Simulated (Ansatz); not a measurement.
# Cl on Ti(0001): change of the work function

Aim: the work function of Ti(0001) at several coverages of Cl (fcc site), and the dipole that each adsorbate carries.

Program: Ansatz 0.2.0. Level of theory: plane-wave DFT, PBE, Ansatz PAW (set soft_1); PAW set soft_1. Results are calculated unless marked as measured.

Most raw output is cut from this account.

## 1. The starting structure

The cell holds 4 atoms: 4 Ti. Its edges and angles: a = 2.950 Å, b = 2.950 Å, c = 25.027 Å, α = 90.0°, β = 90.0°, γ = 60.0°. Vacuum lies along c.

Structure file:

```cif
data_structure
_symmetry_space_group_name_H-M 'P 1'
_symmetry_Int_Tables_number 1
_cell_length_a 2.9500
_cell_length_b 2.9500
_cell_length_c 25.0269
_cell_angle_alpha 90.000
_cell_angle_beta 90.000
_cell_angle_gamma 60.000
_cell_volume 188.62
loop_
_atom_site_label
_atom_site_type_symbol
_atom_site_fract_x
_atom_site_fract_y
_atom_site_fract_z
_atom_site_occupancy
Ti1 Ti 0.66667 0.66667 0.35961 1
Ti2 Ti 0.00000 0.00000 0.45320 1
Ti3 Ti 0.66667 0.66667 0.54680 1
Ti4 Ti 0.00000 0.00000 0.64039 1
```

## 2. The clean slab

The bare slab comes first, as the zero from which every change is counted. The two lowest layers are held at bulk places and the upper ones relax. The dipole correction removes the false field that a one-sided slab makes across the periodic vacuum, so each face gets a flat vacuum level of its own.

The input, input.yaml:

```yaml
crystal:
  lattice:
    - [2.95, 0.0, 0.0]
    - [1.475, 2.5547749412, 0.0]
    - [0.0, 0.0, 25.0269]
  atoms:
    - { symbol: Ti, position: [0.6666666667, 0.6666666667, 0.3596130564] }
    - { symbol: Ti, position: [0.0, 0.0, 0.4532043521] }
    - { symbol: Ti, position: [0.6666666667, 0.6666666667, 0.5467956479] }
    - { symbol: Ti, position: [0.0, 0.0, 0.6403869436] }
kpoints:
  mp_grid: { grid: [12, 12, 1] }
hamiltonian:
  xc: pbe
  pseudopotentials: { kind: paw, azcp: { folder: soft_1 } }
scf:
  occupations: { method: fermi_dirac, width: 0.1 }
  convergence: { dr2_threshold: 1.0e-08 }
efield:
  axis: 3
  dipole_correction: true
  ramp_position: 0.97
  ramp_width: 0.06
relax:
  f_tol: 0.02
  max_steps: 60
  constraints: [{ sites: [0, 1] }]
output:
  write_potential: true
  write_density: true
  volumetric_format: npy
```

Launch:

```
$ ansatz run input.yaml --threads 4 --pin off --max-ram 16384MiB --backend cpu --events-out ev --progress --plain --runs-dir out
```

Elapsed: 11 s, on 4 threads of Arm Neoverse V1, shared host; peak memory 0.51 GiB; 41 s of CPU time.

Step by step:

```csv
step,energy less that of the first step (eV),largest force component (eV/Å)
1,0.0000,0.6136
2,-0.0393,0.4335
3,-0.0562,0.0117
```

The run keeps the 6 symmetry operations that it works with, so distortions that break them were not tested.

The atoms that moved most (Å):

```csv
atom,dx,dy,dz,length
Ti4,0.000,0.000,-0.106,0.106
Ti3,0.000,0.000,0.068,0.068
```

Final coordinates:

```xyz
4
Lattice="2.9500 0.0000 0.0000 1.4750 2.5548 0.0000 0.0000 0.0000 25.0269" Properties=species:S:1:pos:R:3
Ti    2.9500    1.7032    9.0000
Ti    0.0000    0.0000   11.3423
Ti    2.9500    1.7032   13.7524
Ti    0.0000    0.0000   15.9208
```

This step gave:

```
energy at zero smearing        : -9996.7564 eV
work function, upper face      : 4.374 eV
work function, lower face      : 4.424 eV
dipole along the normal        : 0.002085 e·Å
step between the vacuum levels : -0.05007 eV
```

Running mean over 2.342 Å of the planar mean; the ramp of the sawtooth is left out. Electron's electrostatic potential energy less the Fermi level against z:

```csv
z (Å),electron's electrostatic potential energy less the Fermi level (eV)
3.5,4.42
4.0,4.42
4.5,4.42
5.0,4.40
5.5,4.36
6.0,4.24
6.5,3.89
7.0,2.88
7.5,0.230
8.0,-3.56
8.5,-6.51
9.0,-7.41
9.5,-7.38
10.0,-7.27
10.5,-7.24
11.0,-7.26
11.5,-7.24
12.0,-7.03
12.5,-6.88
13.0,-6.97
13.5,-7.24
14.0,-7.63
14.5,-8.28
15.0,-8.44
15.5,-8.03
16.0,-7.48
16.5,-6.18
17.0,-2.99
17.5,0.726
18.0,3.07
18.5,3.92
19.0,4.22
19.5,4.32
20.0,4.36
20.5,4.37
21.0,4.37
21.5,4.37
```

The relaxation took 3 steps and lowered the energy by 0.056 eV; the largest force on the free atoms ends at 0.012 eV/Å.

The work function of the upper face is 4.37 eV.

## 3. The covered slab, k-mesh 4×4×1, coverage 0.111 ML

System of this step: Cl/Ti(0001). The cell holds 37 atoms: 36 Ti and 1 Cl. Cell: a = 8.850 Å, b = 8.850 Å, c = 27.014 Å, α = 90.0°, β = 90.0°, γ = 60.0°. Vacuum lies along c.

The clean slab as it ended is repeated in the plane and the adsorbate is set on one face; the cell's size fixes the coverage, and the k-mesh shrinks with it to keep the sampling density about even. Adsorbate and upper layers relax, since the dipole depends on the height.

The input, input.yaml:

```yaml
crystal:
  lattice:
    - [8.8500000001, 0.0, 0.0]
    - [4.425, 7.6643248235, 0.0]
    - [0.0, 0.0, 27.0140203291]
  atoms:
    - { symbol: Ti, position: [0.2222222222, 0.2222222222, 0.3331603327] }
    - { symbol: Ti, position: [0.0, 0.0, 0.4198671601] }
    - { symbol: Ti, position: [0.2222222222, 0.2222222222, 0.5090831816] }
    - { symbol: Ti, position: [0.0, 0.0, 0.5893528953] }
    - { symbol: Ti, position: [0.2222222222, 0.5555555556, 0.3331603327] }
    - { symbol: Ti, position: [0.0, 0.3333333333, 0.4198671601] }
    - { symbol: Ti, position: [0.2222222222, 0.5555555556, 0.5090831816] }
    - { symbol: Ti, position: [0.0, 0.3333333333, 0.5893528953] }
[... 25 atom lines left out ...]
    - { symbol: Ti, position: [0.6666666667, 0.6666666667, 0.4198671601] }
    - { symbol: Ti, position: [0.8888888889, 0.8888888889, 0.5090831816] }
    - { symbol: Ti, position: [0.6666666667, 0.6666666667, 0.5893528953] }
    - { symbol: Cl, position: [0.1111111111, 0.1111111111, 0.6668396673] }
kpoints:
  mp_grid: { grid: [4, 4, 1] }
hamiltonian:
  xc: pbe
  pseudopotentials: { kind: paw, azcp: { folder: soft_1 } }
scf:
  occupations: { method: fermi_dirac, width: 0.1 }
  convergence: { dr2_threshold: 1.0e-08 }
efield:
  axis: 3
  dipole_correction: true
  ramp_position: 0.97
  ramp_width: 0.06
relax:
  f_tol: 0.02
  max_steps: 60
  constraints:
    - { sites: [0, 1, 4, 5, 8, 9, 12, 13, 16, 17, 20, 21, 24, 25, 28, 29, 32, 33] }
output:
  write_potential: true
  write_density: true
  volumetric_format: npy
```

It took 8.9 min on 4 threads; peak memory 7.9 GiB.

This run has no spin polarisation although its electron count is odd.

Relaxation path:

```csv
step,energy less that of the first step (eV),largest force component (eV/Å)
1,0.0000,1.3207
2,-0.2851,0.4061
3,-0.3107,0.0626
4,-0.3116,0.0123
```

The run keeps the 6 symmetry operations that it works with, so distortions that break them were not tested.

The atoms that moved most (Å):

```csv
atom,dx,dy,dz,length
Cl37,0.000,0.000,-0.295,0.295
Ti4,-0.075,-0.043,0.041,0.096
Ti8,0.000,0.087,0.041,0.096
Ti16,0.075,-0.043,0.041,0.096
Ti24,0.000,-0.047,-0.018,0.050
Ti32,-0.041,0.023,-0.018,0.050
Ti20,0.041,0.023,-0.018,0.050
Ti3,-0.014,-0.008,0.042,0.045
```

Final coordinates:

```cif
data_structure
_symmetry_space_group_name_H-M 'P 1'
_symmetry_Int_Tables_number 1
_cell_length_a 8.8500
_cell_length_b 8.8500
_cell_length_c 27.0140
_cell_angle_alpha 90.000
_cell_angle_beta 90.000
_cell_angle_gamma 60.000
_cell_volume 1832.34
loop_
_atom_site_label
_atom_site_type_symbol
_atom_site_fract_x
_atom_site_fract_y
_atom_site_fract_z
_atom_site_occupancy
Ti1 Ti 0.22222 0.22222 0.33316 1
Ti2 Ti 0.00000 0.00000 0.41987 1
Ti3 Ti 0.22115 0.22115 0.51062 1
Ti4 Ti 0.99435 0.99435 0.59087 1
Ti5 Ti 0.22222 0.55556 0.33316 1
Ti6 Ti 0.00000 0.33333 0.41987 1
Ti7 Ti 0.22108 0.55612 0.50812 1
Ti8 Ti 0.99435 0.34464 0.59087 1
Ti9 Ti 0.22222 0.88889 0.33316 1
Ti10 Ti 0.00000 0.66667 0.41987 1
Ti11 Ti 0.22115 0.89103 0.51062 1
Ti12 Ti 0.99839 0.66747 0.58822 1
Ti13 Ti 0.55556 0.22222 0.33316 1
Ti14 Ti 0.33333 0.00000 0.41987 1
Ti15 Ti 0.55612 0.22108 0.50812 1
Ti16 Ti 0.34464 0.99435 0.59087 1
Ti17 Ti 0.55556 0.55556 0.33316 1
Ti18 Ti 0.33333 0.33333 0.41987 1
Ti19 Ti 0.55612 0.55612 0.50812 1
Ti20 Ti 0.33639 0.33639 0.58868 1
Ti21 Ti 0.55556 0.88889 0.33316 1
Ti22 Ti 0.33333 0.66667 0.41987 1
Ti23 Ti 0.55521 0.88906 0.50758 1
Ti24 Ti 0.33639 0.66055 0.58868 1
Ti25 Ti 0.88889 0.22222 0.33316 1
Ti26 Ti 0.66667 0.00000 0.41987 1
Ti27 Ti 0.89103 0.22115 0.51062 1
Ti28 Ti 0.66747 0.99839 0.58822 1
Ti29 Ti 0.88889 0.55556 0.33316 1
Ti30 Ti 0.66667 0.33333 0.41987 1
Ti31 Ti 0.88906 0.55521 0.50758 1
Ti32 Ti 0.66055 0.33639 0.58868 1
Ti33 Ti 0.88889 0.88889 0.33316 1
Ti34 Ti 0.66667 0.66667 0.41987 1
Ti35 Ti 0.88906 0.88906 0.50758 1
Ti36 Ti 0.66747 0.66747 0.58822 1
Cl37 Cl 0.11111 0.11111 0.65591 1
```

This step gave:

- energy at zero smearing: -91053.8164 eV
- work function, upper face: 4.277 eV
- work function, lower face: 4.422 eV
- dipole along the normal: 0.05431 e·Å
- step between the vacuum levels: -0.1449 eV

Running mean over 2.342 Å of the planar mean; the ramp of the sawtooth is left out. Table of electron's electrostatic potential energy less the Fermi level by z:

```csv
z (Å),electron's electrostatic potential energy less the Fermi level (eV)
3.5,4.42
4.0,4.42
4.5,4.42
5.0,4.40
5.5,4.36
6.0,4.24
6.5,3.88
7.0,2.88
7.5,0.223
8.0,-3.56
8.5,-6.50
9.0,-7.42
9.5,-7.38
10.0,-7.27
10.5,-7.24
11.0,-7.26
11.5,-7.24
12.0,-7.07
12.5,-6.94
13.0,-7.00
13.5,-7.24
14.0,-7.61
14.5,-8.24
15.0,-8.38
15.5,-8.00
16.0,-7.57
16.5,-6.57
17.0,-3.70
17.5,-0.155
18.0,2.18
18.5,3.15
19.0,3.76
19.5,4.13
20.0,4.25
20.5,4.27
21.0,4.28
21.5,4.28
22.0,4.28
22.5,4.28
23.0,4.28
23.5,4.28
```

The relaxation took 4 steps and lowered the energy by 0.31 eV; the largest force on the free atoms ends at 0.012 eV/Å.

The covered face has 4.28 eV, -0.10 eV against the clean one; the bare back face has moved by -0.00 eV, a measure of how thin the slab is.

## 4. The covered slab, k-mesh 6×6×1, coverage 0.25 ML

System of this step: Cl/Ti(0001). The cell holds 17 atoms: 16 Ti and 1 Cl. Its edges and angles: a = 5.900 Å, b = 5.900 Å, c = 27.014 Å, α = 90.0°, β = 90.0°, γ = 60.0°. Vacuum lies along c.

Another coverage, to see how the dipoles act on each other as their distance changes.

The input, input.yaml:

```yaml
crystal:
  lattice:
    - [5.9, 0.0, 0.0]
    - [2.95, 5.1095498824, 0.0]
    - [0.0, 0.0, 27.0140203291]
  atoms:
    - { symbol: Ti, position: [0.3333333333, 0.3333333333, 0.3331603327] }
    - { symbol: Ti, position: [0.0, 0.0, 0.4198671601] }
    - { symbol: Ti, position: [0.3333333333, 0.3333333333, 0.5090831816] }
    - { symbol: Ti, position: [0.0, 0.0, 0.5893528953] }
    - { symbol: Ti, position: [0.3333333333, 0.8333333333, 0.3331603327] }
    - { symbol: Ti, position: [0.0, 0.5, 0.4198671601] }
    - { symbol: Ti, position: [0.3333333333, 0.8333333333, 0.5090831816] }
    - { symbol: Ti, position: [0.0, 0.5, 0.5893528953] }
    - { symbol: Ti, position: [0.8333333333, 0.3333333333, 0.3331603327] }
    - { symbol: Ti, position: [0.5, 0.0, 0.4198671601] }
    - { symbol: Ti, position: [0.8333333333, 0.3333333333, 0.5090831816] }
    - { symbol: Ti, position: [0.5, 0.0, 0.5893528953] }
    - { symbol: Ti, position: [0.8333333333, 0.8333333333, 0.3331603327] }
    - { symbol: Ti, position: [0.5, 0.5, 0.4198671601] }
    - { symbol: Ti, position: [0.8333333333, 0.8333333333, 0.5090831816] }
    - { symbol: Ti, position: [0.5, 0.5, 0.5893528953] }
    - { symbol: Cl, position: [0.1666666667, 0.1666666667, 0.6668396673] }
kpoints:
  mp_grid: { grid: [6, 6, 1] }
hamiltonian:
  xc: pbe
  pseudopotentials: { kind: paw, azcp: { folder: soft_1 } }
scf:
  occupations: { method: fermi_dirac, width: 0.1 }
  convergence: { dr2_threshold: 1.0e-08 }
efield:
  axis: 3
  dipole_correction: true
  ramp_position: 0.97
  ramp_width: 0.06
relax:
  f_tol: 0.02
  max_steps: 60
  constraints: [{ sites: [0, 1, 4, 5, 8, 9, 12, 13] }]
output:
  dos: { projected: true, e_range: [-8, 4] }
  write_potential: true
  write_density: true
  volumetric_format: npy
  elf: true
```

Run time: 1.8 min. Hardware: 4 threads; peak memory 2.4 GiB; 6.8 min of CPU time.

Relaxation path:

```csv
step,energy less that of the first step (eV),largest force component (eV/Å)
1,0.0000,1.3538
2,-0.2941,0.4873
3,-0.3240,0.0254
4,-0.3243,0.0080
```

Forces are held to the 6 operations that the run works with; a distortion that breaks them can't arise in this run.

The atoms that moved most (Å):

```csv
atom,dx,dy,dz,length
Cl17,0.000,0.000,-0.299,0.299
Ti8,0.000,0.080,0.028,0.085
Ti4,-0.070,-0.040,0.028,0.085
Ti12,0.070,-0.040,0.028,0.085
Ti15,0.000,0.000,-0.061,0.061
Ti16,0.000,0.000,-0.055,0.055
Ti7,0.000,0.027,0.007,0.028
Ti3,-0.024,-0.014,0.007,0.028
```

Final coordinates:

```cif
data_structure
_symmetry_space_group_name_H-M 'P 1'
_symmetry_Int_Tables_number 1
_cell_length_a 5.9000
_cell_length_b 5.9000
_cell_length_c 27.0140
_cell_angle_alpha 90.000
_cell_angle_beta 90.000
_cell_angle_gamma 60.000
_cell_volume 814.37
loop_
_atom_site_label
_atom_site_type_symbol
_atom_site_fract_x
_atom_site_fract_y
_atom_site_fract_z
_atom_site_occupancy
Ti1 Ti 0.33333 0.33333 0.33316 1
Ti2 Ti 0.00000 0.00000 0.41987 1
Ti3 Ti 0.33065 0.33065 0.50935 1
Ti4 Ti 0.99214 0.99214 0.59037 1
Ti5 Ti 0.33333 0.83333 0.33316 1
Ti6 Ti 0.00000 0.50000 0.41987 1
Ti7 Ti 0.33065 0.83870 0.50935 1
Ti8 Ti 0.99214 0.51572 0.59037 1
Ti9 Ti 0.83333 0.33333 0.33316 1
Ti10 Ti 0.50000 0.00000 0.41987 1
Ti11 Ti 0.83870 0.33065 0.50935 1
Ti12 Ti 0.51572 0.99214 0.59037 1
Ti13 Ti 0.83333 0.83333 0.33316 1
Ti14 Ti 0.50000 0.50000 0.41987 1
Ti15 Ti 0.83333 0.83333 0.50682 1
Ti16 Ti 0.50000 0.50000 0.58730 1
Cl17 Cl 0.16667 0.16667 0.65579 1
```

Numbers from this step:

* energy at zero smearing: -41070.0631 eV
* work function, upper face: 4.154 eV
* work function, lower face: 4.419 eV
* dipole along the normal: 0.04414 e·Å
* step between the vacuum levels: -0.2649 eV

The density of states has structure finer than the step of the table below, so its rows give means over 0.25 eV, whole bins alone (the curve runs from -8 to 0.81 eV). Peaks (eV: height): -5.470: 41.8, -2.380: 55.4, -0.840: 45.7, -0.780: 45.1, -0.660: 48.7, 0.210: 66.0, 0.300: 48.4.

Table of density of states by energy, zero at the Fermi level; means over each step:

```csv
energy (eV),density of states (states/eV a cell)
-6.25,0
-6.00,2.34
-5.75,7.25
-5.50,13.5
-5.25,1.34
-5.00,1.31
-4.75,1.27
-4.50,2.38
-4.25,2.66
-4.00,2.79
-3.75,3.33
-3.50,3.33
-3.25,4.27
-3.00,4.23
-2.75,11.2
-2.50,7.95
-2.25,18.2
-2.00,16.4
-1.75,23.7
-1.50,17.1
-1.25,16.9
-1.00,20.0
-0.75,34.5
-0.50,14.5
-0.25,21.4
0.00,30.4
0.25,37.5
0.50,30.6
```

Projected DOS per atom over height of the atomic layer and energy from the Fermi level. Layers: Ti4 Ti4 Ti4 Ti4 Cl from below.

Ten even steps from '0' (0.0 states/eV) to '9' (8.5 states/eV), each cell a mean:
```
22120
31120
21110
12110
11110
11110
11110
01100
00000
00000
00000
00000
00000
00000
00000
00009
00004
00000
00000
00000
00000
00000
```
Columns: height of the atomic layer (Å) from 9 to 17.7 (not evenly spaced); rows upwards: energy from the Fermi level (eV) from -7.96 to 0.745.

ELF in the ca plane at fractional y = 0.000, with atoms of Ti within 0.2 Å of it. It is the smooth field of the valence electrons, not physical close to the nuclei.

Ten even steps from '0' (0.00) to '9' (0.85), each cell a mean:
```
56752588842566774278873000000000000000000000
22342257522432343147741010000000000000000000
21123212123211113312222331000000000000000000
32125532354113213542235553100000000000000000
22124321234212213422223442100000000000000000
11232134213311123124531111000000000000000000
34542478732554564268862000000000000000000000
77752687852678884387783001000000000000000000
56752588842566775268872144421000000000000000
22342257522432244225521588753100000000000000
21123212123212212321114899974200000000000000
32125532344213312443126999985200000000000000
22124321234212212432125999975200000000000000
11232134213311123223212799864100000000000000
34542478732554564257851366542000000000000000
77752687852678885377783012210000000000000000
```
Columns run along c (16.0 Å, from fractional 0.33 to 0.92 of the cell), rows up along a (5.9 Å). Atoms in or near the plane, at fractional coordinates: Ti at (0.42, 0.00), Ti at (0.59, 0.99), Ti at (0.42, 0.50), Ti at (0.59, 0.52).

Valence density in the ca plane at fractional y = 0.000, with atoms of Ti within 0.2 Å of it. It is the smooth field of the valence electrons, not physical close to the nuclei.

Ten steps, logarithmic in the rise over the least value, from '0' (0 e/Å³) to '9' (11 e/Å³), each cell a mean:
```
22222589852222222479973100000000000000000000
22222366532222222257752100000000000000000000
33222233222223322223321100000000000000000000
43222222222234322222221100000000000000000000
33222222222223322222221100000000000000000000
22222245422222222245542100000000000000000000
22222478742222222368863100000000000000000000
22223699852222222479974100000000000000000000
22222589852222222369863111000000000000000000
22222366532222222246542222100000000000000000
33222233222223322222222333210000000000000000
43222222211234432222122344310000000000000000
33222222221223322222222344310000000000000000
22222245422222222234432333210000000000000000
22222478742222222357753221100000000000000000
22223699852222222479974110000000000000000000
```
Columns run along c (16.0 Å, from fractional 0.33 to 0.92 of the cell), rows up along a (5.9 Å). Atoms in or near the plane, at fractional coordinates: Ti at (0.42, 0.00), Ti at (0.59, 0.99), Ti at (0.42, 0.50), Ti at (0.59, 0.52).

Electrostatic potential energy in the ca plane at fractional y = 0.000, with atoms of Ti within 0.2 Å of it. With pseudopotentials it is smooth inside the atoms' cores, unlike the true potential.

Ten even steps from '0' (-39 eV) to '9' (6 eV), each cell a mean:
```
99997200048999998510015899999999999999999999
88898621368988888731137899999999999999999999
66789876789876688876678999999999999999999999
45789988899864578988889999999999999999999999
55789888899875578987789999999999999999999999
77888744578887788853358999999999999999999999
88997400158998998610026899999999999999999999
99997200037999998500005899999999999999999999
99997200048999998610016899999999999999999999
88898621368988888852257889999999999999999999
66789876789876678887788878999999999999999999
45789988899864468998888767899999999999999999
55789888899875578988888877899999999999999999
77888744578887788875568888999999999999999999
88997400158998898730036899999999999999999999
99997200037999998500015899999999999999999999
```
Columns run along c (16.0 Å, from fractional 0.33 to 0.92 of the cell; values clipped at the 3rd and 97th percentile), rows up along a (5.9 Å). Atoms in or near the plane, at fractional coordinates: Ti at (0.42, 0.00), Ti at (0.59, 0.99), Ti at (0.42, 0.50), Ti at (0.59, 0.52).

The relaxation took 4 steps and lowered the energy by 0.32 eV; the largest force on the free atoms ends at 0.0080 eV/Å.

By hand: a sheet of dipoles makes a step −p/(ε₀A) in the electron's potential. With e/ε₀ = 180.95 V·Å, p = 0.04414 e·Å and A = 30.15 Å², that is −180.95 × (0.04414) / 30.15 = -0.265 eV, and the two vacuum levels of the run differ by -0.265 eV.

The covered face has 4.15 eV, -0.22 eV against the clean one; the bare back face has moved by -0.00 eV, a measure of how thin the slab is.

[end of part 1 of 2]

[Logs are printed without paths, hosts, clocks, repeated set-up lines and the standing remarks that a program may print on its own settings, such as how far it seeks lower states.]

[Hosts, paths, dates, database ids (printed as entryN), source tags and the programs' standing remarks are cut or masked in the printed files.]

[Maps of the electrostatic potential energy from Ansatz leave out the sawtooth potential of an applied field or a dipole correction, so their vacuum need not be flat; planar profiles and work functions include it.]

[The density of states shown here was stored with 400 of the rows of the run's finer table, so its peaks can read low, often by over a quarter, or be missed, and its means over a window can be off by a tenth or more.]
